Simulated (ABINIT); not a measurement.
**CaC2 (R-3m): changed settings of a GW run in ABINIT**

A base run on CaC2 (R-3m), then changed inputs.

Program: ABINIT 10.8.3. Level of theory: PBEsol and many-body steps on it, plane waves. Results are calculated unless marked as measured.

## (1) Set-up

Symmetry: R-3m, No. 166, trigonal system. Conventional cell: a = 3.889 Å, b = 3.889 Å, c = 11.862 Å, α = 90.00°, β = 90.00°, γ = 120.00°. Nearest to Ca lie 6 C at 2.62 Å. Nearest to C lie 1 C at 1.26 Å and 3 Ca at 2.62 Å. Farther neighbours are not listed.

The cell and positions are those that the Materials Project relaxed with its own functionals (PBE, PBE+U or r2SCAN), kept fixed.

## (2) Screening, 4×4×4 mesh, 63 bands, screening to 122.5 eV

This step: ABINIT 10.8.3; RPA screening on PBEsol, plane waves, norm-conserving pseudopotentials.

The RPA dielectric matrix is built and inverted for each q.

Contents of run.abi:

```
acell 3*1.0 Angstrom
rprim 
  1.944397984288 1.122598699617 3.953874776707
  -1.944397984288 1.122598699617 3.953874776707
  -0.000000000000 -2.245197399304 3.953874776686
ntypat 2
znucl 20 6
natom 3
typat 1 2 2
xred 
  0.000000000000 0.000000000000 0.000000000000
  0.552915000000 0.552915000000 0.552915000000
  0.447085000000 0.447085000000 0.447085000000
pp_dirpath "pseudos"
pseudos "Ca.upf, C.upf"
ecut 37
ngkpt 4 4 4
nshiftk 1
shiftk 0 0 0
kptopt 1
chksymbreak 0
istwfk *1
occopt 1
irdwfk 1
optdriver 3
nband 63
ecuteps 4.5
inclvkb 2
awtr 1
symchi 1
indata_prefix "in"
outdata_prefix "out"
tmpdata_prefix "tmp"
```

Command:

```sh
OMP_NUM_THREADS=1 mpirun -n 4 abinit run.abi > log
```

Log:

```text
.Version 10.8.3 of ABINIT. v10.8.2 released Aug 2026.

 Symmetries : space group R-3 m (#166); Bravais hR (rhombohedral)
[... echo of the input left out ...]
== DATASET  1 ==================================================================
-   mpi_nproc: 4, omp_nthreads: 1 (-1 if OMP is not activated)

--- !DatasetInfo
iteration_state: {dtset: 1, }
dimensions: {natom: 3, nkpt: 13, mband: 63, nsppol: 1, nspinor: 1, nspden: 1, mpw: 3777, }
cutoff_energies: {ecut:  37.0, pawecutdg:  -1.0, }
electrons: {nelect:   1.80000000E+01, charge:   0.00000000E+00, occopt:   1.00000000E+00, tsmear:   1.00000000E-02, }

 SCREENING: Calculation of the susceptibility and dielectric matrices

 Based on a program developped by R.W. Godby, V. Olevano, G. Onida, and L. Reining.
 Incorporated in ABINIT by V. Olevano, G.-M. Rignanese, and M. Torrent.
.Using double precision arithmetic ; gwpc =  8

[... cell and pseudopotentials left out ...]
--------------------------------------------------------------------------------

 ==== K-mesh for the wavefunctions ====
 Number of points in the irreducible wedge :    13
[... list of points left out ...]
 Together with 12 symmetry operations and time-reversal symmetry
 yields    64 points in the full Brillouin Zone.

 ==== Q-mesh for the screening function ====
 Number of points in the irreducible wedge :    13
[... list of points left out ...]
 Together with 12 symmetry operations and time-reversal symmetry
 yields    64 points in the full Brillouin Zone.

 setmesh: FFT mesh size selected  =    32x   32x   32
          total number of points  =        32768

 vcoul_init : cutoff-mode = AUXILIARY_FUNCTION
 q-points for optical limit:   1
     1)      0.000010    0.000020    0.000030

- screening: taking advantage of time-reversal symmetry
- Maximum band index for partially occupied states nbvw = 9
- Remaining bands to be divided among processors   nbcw = 54
- Number of bands treated by each node ~13

 Number of electrons calculated from density =   18.0000; Expected =   18.0000
 average of density, n =  0.051510
 r_s =    1.6673
 omega_plasma =   21.8928 [eV]

 calculating chi0 at frequencies [eV] :
  1    0.000000E+00    0.000000E+00
  2    0.000000E+00    2.189282E+01

--------------------------------------------------------------------------------
  q-point number  1        q = ( 0.000000, 0.000000, 0.000000) [r.l.u.]
--------------------------------------------------------------------------------
[... chi0 elements left out ...]
 For q-point:  0.000010 0.000020 0.000030
  dielectric constant =   3.7921
  dielectric constant without local fields =   4.7069

  Average fulfillment of the sum rule on Im[epsilon] for q-point    1 :     60.90  [%]
[... wings left out ...]
  q-point number  2        q = ( 0.250000, 0.000000, 0.000000) [r.l.u.]
--------------------------------------------------------------------------------
[... chi0 elements left out ...]
  Average fulfillment of the sum rule on Im[epsilon] for q-point    2 :     72.51  [%]

 [... 11 further q-points ...]
```

It took 27 s on 4 MPI ranks of Intel Xeon Platinum 8488C (Sapphire Rapids), shared host; peak memory 1 GiB.

This step gave:

```yaml
eps_infinity_with_local_fields_on_this_mesh_along_the_program_s_q_direction: 3.792
the_same_without_local_fields: 4.707
plasma_frequency: 21.89 eV
plane_waves_in_the_screening_matrix: 169
```

Local fields lower ε∞ by 19 %.

## (3) Base

The self-energy is evaluated for the states that the input lists, and the levels follow from it, in one-shot runs by the linearised quasiparticle equation.

This step: G0W0 on PBEsol, plane waves, norm-conserving pseudopotentials.

Changes to run.abi since step 2:

```diff
@@ -24,8 +24,19 @@
 irdwfk 1
-optdriver 3
+optdriver 4
 nband 63
+gwcalctyp 0
+ecutsigx 37
+symsigma 1
+nkptgw 3
+kptgw 
+  0.5000000000 0.5000000000 0.5000000000
+  0.5000000000 0.5000000000 0.0000000000
+  0.0000000000 0.0000000000 0.0000000000
+bdgw 
+  7 11
+  8 11
+  8 11
 ecuteps 4.5
-inclvkb 2
-awtr 1
-symchi 1
+irdscr 1
+ppmodel 1
 indata_prefix "in"
```

Log:

```text
.Version 10.8.3 of ABINIT. v10.8.2 released Aug 2026.

 Symmetries : space group R-3 m (#166); Bravais hR (rhombohedral)
[... echo of the input left out ...]
== DATASET  1 ==================================================================
-   mpi_nproc: 4, omp_nthreads: 1 (-1 if OMP is not activated)

--- !DatasetInfo
iteration_state: {dtset: 1, }
dimensions: {natom: 3, nkpt: 13, mband: 63, nsppol: 1, nspinor: 1, nspden: 1, mpw: 3777, }
cutoff_energies: {ecut:  37.0, pawecutdg:  -1.0, }
electrons: {nelect:   1.80000000E+01, charge:   0.00000000E+00, occopt:   1.00000000E+00, tsmear:   1.00000000E-02, }

 SIGMA: Calculation of the GW corrections

 Based on a program developped by R.W. Godby, V. Olevano, G. Onida, and L. Reining.
 Incorporated in ABINIT by V. Olevano, G.-M. Rignanese, and M. Torrent.
.Using double precision arithmetic ; gwpc =  8

[... cell and pseudopotentials left out ...]
--------------------------------------------------------------------------------

 ==== K-mesh for the wavefunctions ====
 Number of points in the irreducible wedge :    13
[... list of points left out ...]
 Together with 12 symmetry operations and time-reversal symmetry
 yields    64 points in the full Brillouin Zone.

 ==== Q-mesh for screening function ====
 Number of points in the irreducible wedge :    13
[... list of points left out ...]
 Together with 12 symmetry operations and time-reversal symmetry
 yields    64 points in the full Brillouin Zone.

 vcoul_init : cutoff-mode = AUXILIARY_FUNCTION
 q-points for optical limit:   1
     1)      0.000010    0.000020    0.000030
 setmesh: FFT mesh size selected  =    48x   48x   48
          total number of points  =       110592

 Number of electrons calculated from density =   18.0000; Expected =   18.0000
 average of density, n =  0.051510
 r_s =    1.6673
 omega_plasma =   21.8928 [eV]

 === KS Band Gaps ===
  >>>> For spin  1
   Minimum direct gap =   3.8903 [eV], located at k-point      :   0.5000  0.5000  0.0000
   Fundamental gap    =   2.5851 [eV], Top of valence bands at :   0.5000  0.5000  0.5000
                                       Bottom of conduction at :   0.5000  0.5000  0.0000
 SIGMA fundamental parameters:
 PLASMON POLE MODEL  1
 number of plane-waves for SigmaX                 3777
 number of plane-waves for SigmaC and W            169
 number of plane-waves for wavefunctions          3777
 number of bands                                    63
 number of independent spin polarizations            1
 number of spinorial components                      1
 number of k-points in IBZ                          13
 number of q-points in IBZ                          13
 number of symmetry operations                      12
 number of k-points in BZ                           64
 number of q-points in BZ                           64
 number of frequencies for dSigma/dE                 9
 frequency step for dSigma/dE [eV]                0.25
 number of omega for Sigma on real axis              0
 max omega for Sigma on real axis  [eV]           0.00
 zcut for avoiding poles [eV]                     0.10

 EPSILON^-1 parameters (SCR file):
 dimension of the eps^-1 matrix on file            169
 dimension of the eps^-1 matrix used               169
 number of plane-waves for wavefunctions          3777
 number of bands                                    63
 number of q-points in IBZ                          13
 number of frequencies                               2
 number of real frequencies                          1
 number of imag frequencies                          1

 matrix elements of self-energy operator (all in [eV])

 Perturbative Calculation

--- !SelfEnergy_ee
iteration_state: {dtset: 1, }
kpoint     : [   0.500,    0.500,    0.500, ]
spin       : 1
KS_gap     :    5.544
QP_gap     :    6.754
Delta_QP_KS:    1.210
data: !SigmaeeData |
     Band     E0 <VxcDFT>   SigX SigC(E0)      Z dSigC/dE  Sig(E)    E-E0       E
        7   1.052 -13.415 -16.390   2.053   0.783  -0.277 -14.137  -0.723   0.330
        8   1.052 -13.415 -16.390   2.053   0.783  -0.277 -14.137  -0.723   0.330
        9   2.560 -14.924 -18.845   3.138   0.777  -0.288 -15.532  -0.608   1.952
       10   8.104  -8.203  -3.942  -3.539   0.833  -0.200  -7.601   0.602   8.706
       11   8.246 -14.001  -6.893  -4.325   0.809  -0.236 -11.749   2.252  10.498

--- !SelfEnergy_ee
iteration_state: {dtset: 1, }
kpoint     : [   0.500,    0.500,    0.000, ]
spin       : 1
KS_gap     :    3.890
QP_gap     :    5.960
Delta_QP_KS:    2.070
data: !SigmaeeData |
     Band     E0 <VxcDFT>   SigX SigC(E0)      Z dSigC/dE  Sig(E)    E-E0       E
        8   1.231 -13.450 -16.535   2.049   0.784  -0.275 -14.262  -0.812   0.418
[...]
--- !SelfEnergy_ee
iteration_state: {dtset: 1, }
kpoint     : [   0.000,    0.000,    0.000, ]
spin       : 1
KS_gap     :    3.898
QP_gap     :    6.407
Delta_QP_KS:    2.509
data: !SigmaeeData |
     Band     E0 <VxcDFT>   SigX SigC(E0)      Z dSigC/dE  Sig(E)    E-E0       E
[...]
9   1.731 -13.847 -16.648   1.885   0.784  -0.275 -14.566  -0.719   1.012
       10   5.629 -12.960  -7.505  -3.241   0.808  -0.237 -11.171   1.790   7.419
       11   5.629 -12.960  -7.505  -3.241   0.808  -0.237 -11.171   1.790   7.419

== END DATASET(S) ==============================================================
================================================================================

 -outvars: echo values of variables after computation  --------
           etotal      0.0000000000E+00
            nband          63
             nkpt          13
          spgroup         166
 [... the other variables as echoed above ...]

 Calculation completed.
```

It took 8.1 s on 4 MPI ranks; peak memory 0.92 GiB.

Numbers from this step:

| Property | Result |
| --- | --- |
| G0W0 gap on the points computed | 4.587 eV |
| starting gap on the mesh | 2.585 eV |
| k of the valence top | 0.5, 0.5, 0.5 |
| k of the conduction bottom | 0.5, 0.5, 0 |
| Z at the valence top | 0.777 |
| Z at the conduction bottom | 0.814 |
| least direct G0W0 gap on the computed points | 5.96 eV |

The gap on the mesh goes from 2.59 eV to 4.59 eV, a correction of +2.00 eV.

## (4) Coulomb singularity

Changes to run.abi since step 3:

```diff
@@ -41,2 +41,3 @@
 ppmodel 1
+gw_icutcoul 0
 indata_prefix "in"
```

Log:

```text
.Version 10.8.3 of ABINIT. v10.8.2 released Aug 2026.

 Symmetries : space group R-3 m (#166); Bravais hR (rhombohedral)
[... echo of the input left out ...]
== DATASET  1 ==================================================================
-   mpi_nproc: 4, omp_nthreads: 1 (-1 if OMP is not activated)

--- !DatasetInfo
iteration_state: {dtset: 1, }
dimensions: {natom: 3, nkpt: 13, mband: 63, nsppol: 1, nspinor: 1, nspden: 1, mpw: 3777, }
cutoff_energies: {ecut:  37.0, pawecutdg:  -1.0, }
electrons: {nelect:   1.80000000E+01, charge:   0.00000000E+00, occopt:   1.00000000E+00, tsmear:   1.00000000E-02, }

 SIGMA: Calculation of the GW corrections

 Based on a program developped by R.W. Godby, V. Olevano, G. Onida, and L. Reining.
 Incorporated in ABINIT by V. Olevano, G.-M. Rignanese, and M. Torrent.
.Using double precision arithmetic ; gwpc =  8

[... cell and pseudopotentials left out ...]
--------------------------------------------------------------------------------

 ==== K-mesh for the wavefunctions ====
 Number of points in the irreducible wedge :    13
[... list of points left out ...]
 Together with 12 symmetry operations and time-reversal symmetry
 yields    64 points in the full Brillouin Zone.

 ==== Q-mesh for screening function ====
 Number of points in the irreducible wedge :    13
[... list of points left out ...]
 Together with 12 symmetry operations and time-reversal symmetry
 yields    64 points in the full Brillouin Zone.

 === Spherical cutoff ===

  Cutoff radius .........    17.4780 [Bohr]
  Volume of the sphere ..   22364.56 [Bohr^3]
 q-points for optical limit:   1
     1)      0.000010    0.000020    0.000030
 setmesh: FFT mesh size selected  =    48x   48x   48
          total number of points  =       110592

[...]
number of plane-waves for wavefunctions          3777
 number of bands                                    63
 number of q-points in IBZ                          13
 number of frequencies                               2
 number of real frequencies                          1
 number of imag frequencies                          1

 matrix elements of self-energy operator (all in [eV])

 Perturbative Calculation

--- !SelfEnergy_ee
iteration_state: {dtset: 1, }
kpoint     : [   0.500,    0.500,    0.500, ]
spin       : 1
KS_gap     :    5.544
QP_gap     :    6.734
Delta_QP_KS:    1.190
data: !SigmaeeData |
     Band     E0 <VxcDFT>   SigX SigC(E0)      Z dSigC/dE  Sig(E)    E-E0       E
        7   1.052 -13.415 -16.500   2.145   0.786  -0.272 -14.155  -0.740   0.312
        8   1.052 -13.415 -16.500   2.145   0.786  -0.272 -14.155  -0.740   0.312
        9   2.560 -14.924 -18.938   3.113   0.783  -0.278 -15.629  -0.705   1.855
[...]
--- !SelfEnergy_ee
iteration_state: {dtset: 1, }
kpoint     : [   0.500,    0.500,    0.000, ]
spin       : 1
KS_gap     :    3.890
QP_gap     :    5.995
Delta_QP_KS:    2.104
data: !SigmaeeData |
     Band     E0 <VxcDFT>   SigX SigC(E0)      Z dSigC/dE  Sig(E)    E-E0       E
[...]
--- !SelfEnergy_ee
iteration_state: {dtset: 1, }
kpoint     : [   0.000,    0.000,    0.000, ]
spin       : 1
KS_gap     :    3.898
QP_gap     :    6.357
Delta_QP_KS:    2.459
data: !SigmaeeData |
     Band     E0 <VxcDFT>   SigX SigC(E0)      Z dSigC/dE  Sig(E)    E-E0       E
[...]
10   5.629 -12.960  -7.542  -3.275   0.811  -0.234 -11.223   1.737   7.366
       11   5.629 -12.960  -7.542  -3.275   0.811  -0.234 -11.223   1.737   7.366

== END DATASET(S) ==============================================================
================================================================================

 -outvars: echo values of variables after computation  --------
           etotal      0.0000000000E+00
            nband          63
             nkpt          13
          spgroup         166
 [... the other variables as echoed above ...]

 Calculation completed.
```

The job ended after 8 s (4 MPI ranks; peak memory 0.92 GiB).

Numbers from this step:

```
G0W0 gap on the points computed              : 4.606 eV
starting gap on the mesh                     : 2.585 eV
k of the valence top                         : 0.5, 0.5, 0.5
k of the conduction bottom                   : 0.5, 0.5, 0
Z at the valence top                         : 0.783
Z at the conduction bottom                   : 0.816
least direct G0W0 gap on the computed points : 5.995 eV
```

Against G0W0 in ABINIT (4×4×4 mesh, 63 bands, screening to 122.5 eV, Godby-Needs plasmon pole), the gap moves by +0.019 eV.

## (5) Side by side

Times are wall times on 4 MPI ranks of Intel Xeon Platinum 8488C (Sapphire Rapids), shared host, good to a factor of about two. A run's time includes the screening step that it read.

```tsv
run	mesh	bands	screening cutoff (eV)	DFT gap (eV)	gap on the mesh (eV)	direct (eV)	ε∞ used	time
base	4×4×4	63	122.5	2.585	4.587	5.960	3.79	36 s
Coulomb singularity	4×4×4	63	122.5	2.585	4.606	5.995	3.79	35 s
```

## (6) Results

| Property | Result |
| --- | --- |
| base | 4.587 eV |
| Coulomb singularity | 4.606 eV |
| known limits | not at the basis limit |

Coulomb singularity: +0.019 eV against base (keys changed: gw_icutcoul). Bands and cutoff are finite, so the gap is not at the basis limit. The miss can reach some tenths of an eV and take either sign; the mesh is an error of its own. In the first G0W0 run levels were corrected at 3 k points alone, so a gap called «on the mesh» is the least over those, and an edge elsewhere would be missed.

[Paths, hosts, dates, memory and timing lines, banners, echoed tables and standing remarks are left out of the program output.]

[Logs are printed without paths, hosts, clocks, repeated set-up lines and the standing remarks that a program may print on its own settings, such as how far it seeks lower states.]

[Runs of the session that timed out or met a known fault of the program may be left out.]

[No measured gap is set beside runs whose start may be inverted or whose files or cutoffs have a known fault.]

[Hosts, paths, dates, database ids (printed as entryN), source tags and the programs' standing remarks are cut or masked in the printed files.]

[G0W0 gaps are taken among the corrected bands and points alone; a level outside them can change the order at an edge.]

[Where Ansatz stands beside ABINIT at settings called matched, ABINIT's density can come from a denser mesh and the files from another edition; pairs whose starting gaps differed by over 0.03 eV were left out, so agreement reads better than it is.]
